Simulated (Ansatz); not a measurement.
# K on Au(111): change of the work function, part 2 of 2

How does one ordered layer of K (fcc site) change the work function of Au(111), and what dipole does each adsorbate carry?

Ansatz 0.2.0; plane-wave DFT, PBE, Ansatz PAW.

So far, work function, upper face (eV): step 2 (the clean slab) 5.16.

## (3) The covered slab

System of this step: KAu16 (K/Au(111)). The cell holds 17 atoms: 16 Au and 1 K. Cell: a = 5.770 Å, b = 5.770 Å, c = 28.361 Å, α = 90.0°, β = 90.0°, γ = 60.0°. Vacuum lies along c.

The clean slab as it ended is repeated in the plane and the adsorbate is set on one face; the cell's size fixes the coverage, and the k-mesh shrinks with it to keep the sampling density about even. Adsorbate and upper layers relax, since the dipole depends on the height.

Input file input.yaml:

```yaml
crystal:
  lattice:
    - [5.7699913344, 0.0, 0.0]
    - [2.8849956672, 4.9969590752, 0.0]
    - [0.0, 0.0, 28.3608951849]
  atoms:
    - { symbol: Au, position: [0.0, 0.0, 0.3173383612] }
    - { symbol: Au, position: [0.1666666667, 0.1666666667, 0.4003960039] }
    - { symbol: Au, position: [0.3333333333, 0.3333333333, 0.4863243767] }
    - { symbol: Au, position: [0.0, 0.0, 0.5744561059] }
    - { symbol: Au, position: [0.0, 0.5, 0.3173383612] }
    - { symbol: Au, position: [0.1666666667, 0.6666666667, 0.4003960039] }
    - { symbol: Au, position: [0.3333333333, 0.8333333333, 0.4863243767] }
    - { symbol: Au, position: [0.0, 0.5, 0.5744561059] }
    - { symbol: Au, position: [0.5, 0.0, 0.3173383612] }
    - { symbol: Au, position: [0.6666666667, 0.1666666667, 0.4003960039] }
    - { symbol: Au, position: [0.8333333333, 0.3333333333, 0.4863243767] }
    - { symbol: Au, position: [0.5, 0.0, 0.5744561059] }
    - { symbol: Au, position: [0.5, 0.5, 0.3173383612] }
    - { symbol: Au, position: [0.6666666667, 0.6666666667, 0.4003960039] }
    - { symbol: Au, position: [0.8333333333, 0.8333333333, 0.4863243767] }
    - { symbol: Au, position: [0.5, 0.5, 0.5744561059] }
    - { symbol: K, position: [0.1666666667, 0.1666666667, 0.6826616388] }
kpoints:
  mp_grid: { grid: [6, 6, 1] }
hamiltonian:
  xc: pbe
scf:
  occupations: { method: fermi_dirac, width: 0.1 }
  convergence: { dr2_threshold: 1.0e-08 }
efield:
  axis: 3
  dipole_correction: true
  ramp_position: 0.97
  ramp_width: 0.06
relax:
  f_tol: 0.02
  max_steps: 60
  constraints: [{ sites: [0, 1, 4, 5, 8, 9, 12, 13] }]
output:
  dos: { projected: true, e_range: [-8, 4] }
  write_potential: true
  write_density: true
  volumetric_format: npy
  elf: true
```

Command:

```sh
> ansatz run input.yaml --threads 4 --pin off --max-ram 6144MiB --backend cpu --events-out ev --progress --plain --runs-dir out
```

The program printed:

```text
[...]
Crystal: 17 atoms, lattice volume = 817.713 Å³
Basis set: ecut = 420 eV, 16031 PW (Γ), exchange–correlation on 80×80×384 points (8 copies of the dense FFT grid, shifted against one another)
Bands: 188, of which v1, the nominal top of the filled ones, is band 157 counted from 1 (156 counted from 0)
Symmetry: 6 space group operations
[...]
k-points: 7 of 36 (time reversal used)
[...]
SCF iter   1: F=—  HF=-211925.491133 eV  |F-HF|=—  |Δ(HF+E_count)|=         —  Δρ=2.44e-3  dr2=8.85e-1  ethr=1.77e-3  p=0.407 e·Å  D=9.01e-2 V/Å  ΔV_dip=-2.55 eV  dr2_dipole=1.73e-1  V_vac-E_F(+/−)=2.07/4.62 eV  ⟨swp⟩=6.7  Hψ=5278  notcnv=0  defer=76
[...]
SCF iter  10: F=-211925.470565 eV  HF=-211925.470565 eV  |F-HF|=3.41e-9  |Δ(HF+E_count)|=   1.56e-8  Δρ=3.36e-7  dr2=1.87e-9  ethr=3.19e-12  p=0.498 e·Å  D=1.10e-1 V/Å  ΔV_dip=-3.12 eV  dr2_dipole=3.33e-11  V_vac-E_F(+/−)=2.01/5.14 eV  ⟨swp⟩=15.9  Hψ=10005  notcnv=0
SCF 1 converged in 10 iterations: F = -211925.470565 eV  dr2 = 1.87e-9
[...]
relax step   1: F+E_penalty+E_count = -211925.47056491 eV  Δ(F+E_penalty+E_count) = +0.000e0 eV  max|allowed force component| = 4.818e-1 eV/Å  Δτ_max = 0.0000 Å  (10 SCF iters, accepted)
[...]
SCF iter  11: F=-211925.527028 eV  HF=-211925.527028 eV  |F-HF|=1.66e-9  |Δ(HF+E_count)|=   2.02e-8  Δρ=3.76e-7  dr2=4.24e-9  ethr=3.19e-12  p=0.514 e·Å  D=1.14e-1 V/Å  ΔV_dip=-3.22 eV  dr2_dipole=2.51e-10  V_vac-E_F(+/−)=1.93/5.16 eV  ⟨swp⟩=14.1  Hψ=9188  notcnv=0
SCF 2 converged in 11 iterations: F = -211925.527028 eV  dr2 = 4.24e-9
relax step   2: F+E_penalty+E_count = -211925.52702782 eV  Δ(F+E_penalty+E_count) = -5.646e-2 eV  max|allowed force component| = 4.180e-1 eV/Å  Δτ_max = 0.1584 Å  (11 SCF iters, accepted)
SCF iter   1: F=—  HF=-211925.583876 eV  |F-HF|=—  |Δ(HF+E_count)|=         —  Δρ=1.23e-3  dr2=2.77e-2  ethr=1.89e-4  p=0.514 e·Å  D=1.14e-1 V/Å  ΔV_dip=-3.22 eV  dr2_dipole=9.39e-3  V_vac-E_F(+/−)=1.94/5.16 eV  ⟨swp⟩=5.4  Hψ=3149  notcnv=0  defer=100
[...]
SCF iter  11: F=-211925.579665 eV  HF=-211925.579665 eV  |F-HF|=3.61e-9  |Δ(HF+E_count)|=   1.47e-8  Δρ=3.64e-7  dr2=6.77e-9  ethr=3.19e-12  p=0.546 e·Å  D=1.21e-1 V/Å  ΔV_dip=-3.43 eV  dr2_dipole=5.80e-10  V_vac-E_F(+/−)=1.74/5.16 eV  ⟨swp⟩=14.7  Hψ=9096  notcnv=0
SCF 3 converged in 11 iterations: F = -211925.579665 eV  dr2 = 6.77e-9
relax step   3: F+E_penalty+E_count = -211925.57966546 eV  Δ(F+E_penalty+E_count) = -5.264e-2 eV  max|allowed force component| = 8.988e-2 eV/Å  Δτ_max = 0.1981 Å  (11 SCF iters, accepted)
SCF iter   1: F=—  HF=-211925.585801 eV  |F-HF|=—  |Δ(HF+E_count)|=         —  Δρ=1.17e-3  dr2=1.22e-2  ethr=1.90e-5  p=0.546 e·Å  D=1.21e-1 V/Å  ΔV_dip=-3.43 eV  dr2_dipole=1.09e-3  V_vac-E_F(+/−)=1.73/5.16 eV  ⟨swp⟩=4.7  Hψ=3181  notcnv=0  defer=107
[...]
SCF iter  10: F=-211925.583380 eV  HF=-211925.583380 eV  |F-HF|=1.89e-9  |Δ(HF+E_count)|=   3.00e-9  Δρ=2.84e-7  dr2=2.97e-9  ethr=3.19e-12  p=0.550 e·Å  D=1.22e-1 V/Å  ΔV_dip=-3.45 eV  dr2_dipole=7.65e-10  V_vac-E_F(+/−)=1.71/5.16 eV  ⟨swp⟩=9.0  Hψ=7973  notcnv=0
SCF 4 converged in 10 iterations: F = -211925.583380 eV  dr2 = 2.97e-9
relax step   4: F+E_penalty+E_count = -211925.58338034 eV  Δ(F+E_penalty+E_count) = -3.715e-3 eV  max|allowed force component| = 1.917e-2 eV/Å  Δτ_max = 0.0579 Å  (10 SCF iters, accepted)
NSCF: frozen V_eff on 7 k-points
[...]
WARN: The output density's exchange-correlation potential varies sharply where the density is thin. Do not read a vacuum level from v_tot or v_xc, or from such a field of the output density. On a cell that repeats whose density bears no net charge and no dipole along the vacuum's axis use v_es (v_loc + v_h of the components); under efield.dipole_correction with no amplitude use v_es + v_field, which holds any externa [...]
SCF converged after 10 iterations
Free energy (F): -211925.583380 eV
[...]
Internal energy: -211925.270841 eV  (E = F + TS)
E sigma→0 (E₀):  -211925.427111 eV
Entropy (-TS):   -0.312540 eV (-18.385 meV/atom)
Fermi energy:    4.996644 eV
Dipole field:    D = 0.121679 V/Å  (p = 0.549864 e·Å, saw-weighted, corrected)
Work function:   Φ+ = 1.7056 eV   Φ− = 5.1566 eV
[...]
--- Forces (eV/Å), atoms counted from 1 ---
  atom   1  Au     0.00352600     0.00203573    -0.49945878
  atom   2  Au     0.00000000     0.00000000     0.50270340
  atom   3  Au    -0.01182109    -0.00682491     0.01916501
  atom   4  Au     0.01124903     0.00649463    -0.01408820
  atom   5  Au    -0.00000000    -0.00407147    -0.49945878
  atom   6  Au     0.02788823    -0.01610128     0.48345308
  atom   7  Au    -0.00000000     0.01364982     0.01916501
  atom   8  Au    -0.00000000    -0.01298926    -0.01408820
  atom   9  Au    -0.00352600     0.00203573    -0.49945878
  atom  10  Au     0.00000000     0.03220255     0.48345308
  atom  11  Au     0.01182109    -0.00682491     0.01916501
  atom  12  Au    -0.01124903     0.00649463    -0.01408820
  atom  13  Au     0.00000000     0.00000000    -0.50488979
  atom  14  Au    -0.02788823    -0.01610128     0.48345308
  atom  15  Au    -0.00000000     0.00000000     0.01479897
  atom  16  Au    -0.00000000     0.00000000     0.00149726
  atom  17  K     -0.00000000     0.00000000     0.01861753
  max |Σ_I F_I| component: 5.93e-5 eV/Å
--- Band table (eV; the first three rows and the last of 7) ---
  k-point 0: bands = [... 153 lower, 4.9673, 4.9715, 4.9715, 5.2653, 5.9013, 5.9209, 5.9209, 6.2487, ... 27 higher]
  k-point 1: bands = [... 153 lower, 4.0909, 4.9882, 4.9951, 5.0018, 5.2756, 5.5047, 5.5347, 5.6123, ... 27 higher]
  k-point 2: bands = [... 153 lower, 4.0287, 4.4597, 4.9995, 5.0017, 5.4960, 5.5030, 5.6040, 6.1190, ... 27 higher]
  k-point 6: bands = [... 153 lower, 2.8773, 3.8094, 3.8175, 3.8692, 5.6689, 5.7114, 5.7129, 6.8095, ... 27 higher]
--- Relaxed structure (4 steps of the walk, 4 accepted, 0 SCFs on fresh bases) ---
  F+E_penalty+E_count = -211925.58338034 eV   max|allowed force component| = 1.917e-2 eV/Å
  atoms:
    - { symbol: Au, position: [-1.795949e-17, -1.795949e-17, 0.317338] }
    - { symbol: Au, position: [0.166667, 0.166667, 0.4003960039] }
    - { symbol: Au, position: [0.333958, 0.333958, 0.486956] }
    - { symbol: Au, position: [-0.00145997, -0.00145997, 0.575529] }
    - { symbol: Au, position: [2.775558e-17, 0.500000, 0.317338] }
    - { symbol: Au, position: [0.166667, 0.666667, 0.4003960039] }
    - { symbol: Au, position: [0.333958, 0.832085, 0.486956] }
    - { symbol: Au, position: [-0.00145997, 0.502920, 0.575529] }
    - { symbol: Au, position: [0.500000, -1.795949e-17, 0.317338] }
    - { symbol: Au, position: [0.666667, 0.166667, 0.4003960039] }
    - { symbol: Au, position: [0.832085, 0.333958, 0.486956] }
    - { symbol: Au, position: [0.502920, -0.00145997, 0.575529] }
    - { symbol: Au, position: [0.500000, 0.500000, 0.317338] }
    - { symbol: Au, position: [0.666667, 0.666667, 0.4003960039] }
    - { symbol: Au, position: [0.833333, 0.833333, 0.485800] }
    - { symbol: Au, position: [0.500000, 0.500000, 0.581545] }
    - { symbol: K, position: [0.166667, 0.166667, 0.672149] }
```

Run time: 2.1 min. Hardware: 4 threads of Arm Neoverse V2, shared host; peak memory 3.6 GiB; 8.1 min of CPU time.

The steps of the relaxation:

| step | energy less that of the first step (eV) | largest force component (eV/Å) |
| --- | --- | --- |
| 1 | 0.0000 | 0.4818 |
| 2 | -0.0565 | 0.4180 |
| 3 | -0.1091 | 0.0899 |
| 4 | -0.1128 | 0.0192 |

The run keeps the 6 symmetry operations that the program found, so distortions that break them were not tested.

The atoms that moved most (Å):

| atom | dx | dy | dz | length |
| --- | --- | --- | --- | --- |
| K17 | 0.000 | 0.000 | -0.298 | 0.298 |
| Au16 | 0.000 | 0.000 | 0.201 | 0.201 |
| Au4 | -0.013 | -0.007 | 0.030 | 0.034 |
| Au12 | 0.013 | -0.007 | 0.030 | 0.034 |
| Au8 | 0.000 | 0.015 | 0.030 | 0.034 |
| Au11 | -0.005 | 0.003 | 0.018 | 0.019 |
| Au3 | 0.005 | 0.003 | 0.018 | 0.019 |
| Au7 | 0.000 | -0.006 | 0.018 | 0.019 |

The relaxed structure:

```xyz
17
Lattice="5.7700 0.0000 0.0000 2.8850 4.9970 0.0000 0.0000 0.0000 28.3609" Properties=species:S:1:pos:R:3
Au    0.0000    0.0000    9.0000
Au    1.4425    0.8328   11.3556
Au    2.8904    1.6688   13.8105
Au   -0.0126   -0.0073   16.3225
Au    1.4425    2.4985    9.0000
Au    2.8850    3.3313   11.3556
Au    4.3275    4.1579   13.8105
Au    1.4425    2.5131   16.3225
Au    2.8850    0.0000    9.0000
Au    4.3275    0.8328   11.3556
Au    5.7646    1.6688   13.8105
Au    2.8976   -0.0073   16.3225
Au    4.3275    2.4985    9.0000
Au    5.7700    3.3313   11.3556
Au    7.2125    4.1641   13.7777
Au    4.3275    2.4985   16.4931
K     1.4425    0.8328   19.0628
```

This step gave:

```yaml
energy_at_zero_smearing: -211925.4271 eV
work_function_upper_face: 1.706 eV
work_function_lower_face: 5.157 eV
dipole_along_the_normal: 0.5499 e·Å
step_between_the_vacuum_levels: -3.451 eV
```

Running mean over 2.356 Å of the planar mean; the ramp of the sawtooth is left out. The electron's electrostatic potential energy less the Fermi level by z:

| z (Å) | electron's electrostatic potential energy less the Fermi level (eV) |
| --- | --- |
| 3.5 | 5.16 |
| 4.0 | 5.16 |
| 4.5 | 5.16 |
| 5.0 | 5.15 |
| 5.5 | 5.14 |
| 6.0 | 5.09 |
| 6.5 | 4.91 |
| 7.0 | 4.08 |
| 7.5 | 1.12 |
| 8.0 | -3.40 |
| 8.5 | -7.01 |
| 9.0 | -8.25 |
| 9.5 | -8.51 |
| 10.0 | -8.61 |
| 10.5 | -8.66 |
| 11.0 | -8.69 |
| 11.5 | -8.62 |
| 12.0 | -8.19 |
| 12.5 | -7.87 |
| 13.0 | -8.00 |
| 13.5 | -8.42 |
| 14.0 | -8.38 |
| 14.5 | -7.49 |
| 15.0 | -6.77 |
| 15.5 | -7.04 |
| 16.0 | -7.99 |
| 16.5 | -8.10 |
| 17.0 | -6.71 |
| 17.5 | -3.51 |
| 18.0 | -0.637 |
| 18.5 | 0.217 |
| 19.0 | -0.152 |
| 19.5 | -0.452 |
| 20.0 | -0.161 |
| 20.5 | 0.562 |
| 21.0 | 1.14 |
| 21.5 | 1.38 |
| 22.0 | 1.51 |
| 22.5 | 1.59 |
| 23.0 | 1.64 |
| 23.5 | 1.67 |
| 24.0 | 1.69 |
| 24.5 | 1.70 |
| 25.0 | 1.70 |

The density of states has structure finer than the step of the table below, so its rows give means over 0.25 eV. Peaks (eV: height): -4.540: 59.8, -4.150: 66.5, -4.030: 63.6, -3.490: 56.7, -3.010: 57.0, -2.950: 65.5, -2.260: 65.9.

Density of states against energy, zero at the Fermi level; means over each step:

energy (eV), density of states (states/eV a cell) and a bar:
```
    -7.75        2.9 
    -7.50        2.1 
    -7.25        3.1 #
    -7.00        7.8 ####
    -6.75        9.4 #####
    -6.50       15.8 #########
    -6.25       19.6 ############
    -6.00       34.5 ######################
    -5.75       26.2 ################
    -5.50       18.5 ###########
    -5.25       26.4 ################
    -5.00       27.8 #################
    -4.75       35.7 ######################
    -4.50       35.3 ######################
    -4.25       47.1 ##############################
    -4.00       42.6 ###########################
    -3.75       31.7 ####################
    -3.50       39.2 #########################
    -3.25       35.6 ######################
    -3.00       39.8 #########################
    -2.75       44.7 ############################
    -2.50       31.5 ####################
    -2.25       41.9 ###########################
    -2.00       39.2 #########################
    -1.75       17.4 ##########
    -1.50        6.6 ###
    -1.25        6.3 ###
    -1.00        6.7 ###
    -0.75        3.3 #
    -0.50        3.3 #
    -0.25        3.1 #
     0.00       12.3 #######
     0.25        4.3 #
     0.50        6.1 ###
     0.75        7.9 ####
     1.00        4.2 #
     1.25        3.5 #
     1.50        8.9 #####
     1.75       11.4 ######
```

Projected DOS per atom over height of the atomic layer and energy from the Fermi level. Layers: Au4 Au4 Au4 Au4 K from below.

Ten even steps from '_' (0.01 states/eV) to '@' (3.28 states/eV), each cell a mean:
```
________..
________..
________::
________..
..........
__________
..____..__
......____
++**++--__
####**##__
%%++**@@__
##==**%%__
##====##__
@@%%##@@__
++####**__
====**++__
--======__
++##++==__
::==--..__
..::..____
__________
__________
```
Columns: height of the atomic layer (Å) from 9 to 19.1 (not evenly spaced); rows upwards: energy from the Fermi level (eV) from -7.96 to 1.95.

Valence density in the ca plane at fractional y = 0.167, with atoms of Au and K within 0.2 Å of it. It is the smooth field of the valence electrons, not physical close to the nuclei.

Values in units of 1e0 e/Å³, 8 rows by 16 columns, each cell a mean:
```
0.3 0.3 0.2 0.5 1.3 0.3 1.2 0.6 0.1 0.1 0.0 0.0 0.0 0.0 0.0 0.0
0.3 2.5 1.5 0.3 0.5 0.2 0.5 0.3 0.0 0.0 0.0 0.0 0.0 0.0 0.0 0.0
0.4 8.4 4.8 0.2 0.2 0.1 0.2 0.1 0.0 0.0 0.0 0.0 0.0 0.0 0.0 0.0
0.3 2.9 1.7 0.3 0.5 0.2 0.5 0.3 0.0 0.0 0.0 0.0 0.0 0.0 0.0 0.0
0.3 0.3 0.2 0.5 1.3 0.3 1.2 0.6 0.1 0.1 0.0 0.0 0.0 0.0 0.0 0.0
0.3 2.5 1.5 0.3 0.5 0.2 0.5 0.3 0.3 1.4 0.2 0.0 0.0 0.0 0.0 0.0
0.4 8.4 4.8 0.2 0.2 0.1 0.2 0.1 0.8 3.7 0.7 0.0 0.0 0.0 0.0 0.0
0.3 2.9 1.7 0.3 0.5 0.2 0.5 0.3 0.3 1.6 0.3 0.0 0.0 0.0 0.0 0.0
```
Columns run along c (16.0 Å, from fractional 0.34 to 0.91 of the cell), rows up along a (5.8 Å). Atoms in or near the plane, at fractional coordinates: Au at (0.40, 0.17), Au at (0.40, 0.67), K at (0.67, 0.17).

Electrostatic potential energy in the ca plane at fractional y = 0.167, with atoms of Au and K within 0.2 Å of it. With pseudopotentials it is smooth inside the atoms' cores, unlike the true potential.

Values in eV, 8 rows by 16 columns, each cell a mean:
```
  3   4   5  -1 -13   4 -12  -1   7   4   5   7   7   8   8   8
  4 -19 -10   4  -1   7   0   5   9   8   7   7   8   8   8   8
  2 -39 -28   6   7   8   7   8   9   8   8   7   8   8   8   8
  3 -22 -12   4   0   7   1   5   9   8   7   7   8   8   8   8
  3   4   5  -1 -13   4 -11  -1   7   5   6   7   7   8   8   8
  4 -19 -10   4   0   7   1   5   1 -17   1   6   7   8   8   8
  2 -39 -28   6   7   8   7   7  -8 -40  -7   6   7   8   8   8
  3 -22 -12   4   1   7   1   5   0 -19   0   6   7   8   8   8
```
Columns run along c (16.0 Å, from fractional 0.34 to 0.91 of the cell; values clipped at the 3rd and 97th percentile), rows up along a (5.8 Å). Atoms in or near the plane, at fractional coordinates: Au at (0.40, 0.17), Au at (0.40, 0.67), K at (0.67, 0.17).

ELF in the ca plane at fractional y = 0.167, with atoms of Au and K within 0.2 Å of it. It is the smooth field of the valence electrons, not physical close to the nuclei.

Ten even steps from '0' (0.00) to '9' (0.87), each cell a mean:
```
32122221224443223444332013431000012211000000
32122222224443223444332100000000122211000000
22234432223332212333322100000001122111000000
22356653222222111222221110000011121110000000
22467864222221111222221110000011221110000000
22367764222221111222221110000011121110000000
22245543222322112233222100000001122110000000
32223322223443222343332100000000122111000000
32122221224443223444332001110000112211000000
32223322223443222343321036753000012221000000
22245543222322112222220389997200012221100000
22367764222221111222211699898400012221100000
22467864222221111222211698799500012221100000
22356653222222111222210499998300012221100000
22234432223332212333321169985100012221000000
```
Columns run along c (16.0 Å, from fractional 0.34 to 0.91 of the cell), rows up along a (5.8 Å). Atoms in or near the plane, at fractional coordinates: Au at (0.40, 0.17), Au at (0.40, 0.67), K at (0.67, 0.17).

The relaxation took 4 steps and lowered the energy by 0.11 eV; the largest force on the free atoms ends at 0.019 eV/Å.

By hand: a sheet of dipoles makes a step −p/(ε₀A) in the electron's potential. With e/ε₀ = 180.95 V·Å, p = 0.5499 e·Å and A = 28.83 Å², that is −180.95 × (0.5499) / 28.83 = -3.451 eV, and the two vacuum levels of the run differ by -3.451 eV.

The covered face has 1.71 eV, -3.46 eV against the clean one; the bare back face has moved by +0.07 eV, a measure of how thin the slab is.

## (4) Work function against coverage

This step: plane-wave DFT, PBE, Ansatz PAW; work function against coverage (Ansatz 0.2.0).

The runs are now put side by side.

Numbers from this step:

```yaml
work_function_of_the_clean_face: 5.161 eV
largest_change_of_the_work_function: -3.456 eV
```

Work function of the covered face against coverage:

| coverage (adsorbates/nm²) | work function of the covered face (eV) |
| --- | --- |
| 0.00 | 5.16 |
| 3.47 | 1.71 |

The dipole per adsorbate comes from the change of the cell's dipole. Coverage, by row:

| coverage (1/nm²) | coverage (ML) | work function (eV) | change (eV) | dipole per adsorbate, positive end outwards (debye) | mean height of the added atoms over the highest substrate atom (Å) |
| --- | --- | --- | --- | --- | --- |
| 3.468 | 0.25 | 1.706 | -3.456 | 2.696 | 2.57 |

## (5) Summary of results

```yaml
work_function_of_the_clean_face: 5.16 eV
work_function_at_0p25_ml: 1.71 eV
dipole_per_adsorbate_at_0p25_ml_positive_end_outwards: 2.70 D
```

K lowers the work function of Au(111) at the lowest coverage, by 3.46 eV: the adsorbate layer has its positive end outwards. One coverage alone was completed, so no trend follows. The slab has 4 layers, at the tabulated experimental lattice constant, one starting site was run, and quantum-size effects of a slab this thin can reach one or two tenths of an eV.

[Long decimals in the printed logs are rounded to 6 places.]

[Logs are printed without paths, hosts, clocks, repeated set-up lines and the standing remarks that a program may print on its own settings, such as how far it seeks lower states.]

[Hosts, paths, dates, database ids (printed as entryN), source tags and the programs' standing remarks are cut or masked in the printed files.]

[Maps of the electrostatic potential energy from Ansatz leave out the sawtooth potential of an applied field or a dipole correction, so their vacuum need not be flat; planar profiles and work functions include it.]

[The density of states shown here was stored with 400 of the rows of the run's finer table, so its peaks can read low, often by over a quarter, or be missed, and its means over a window can be off by a tenth or more.]
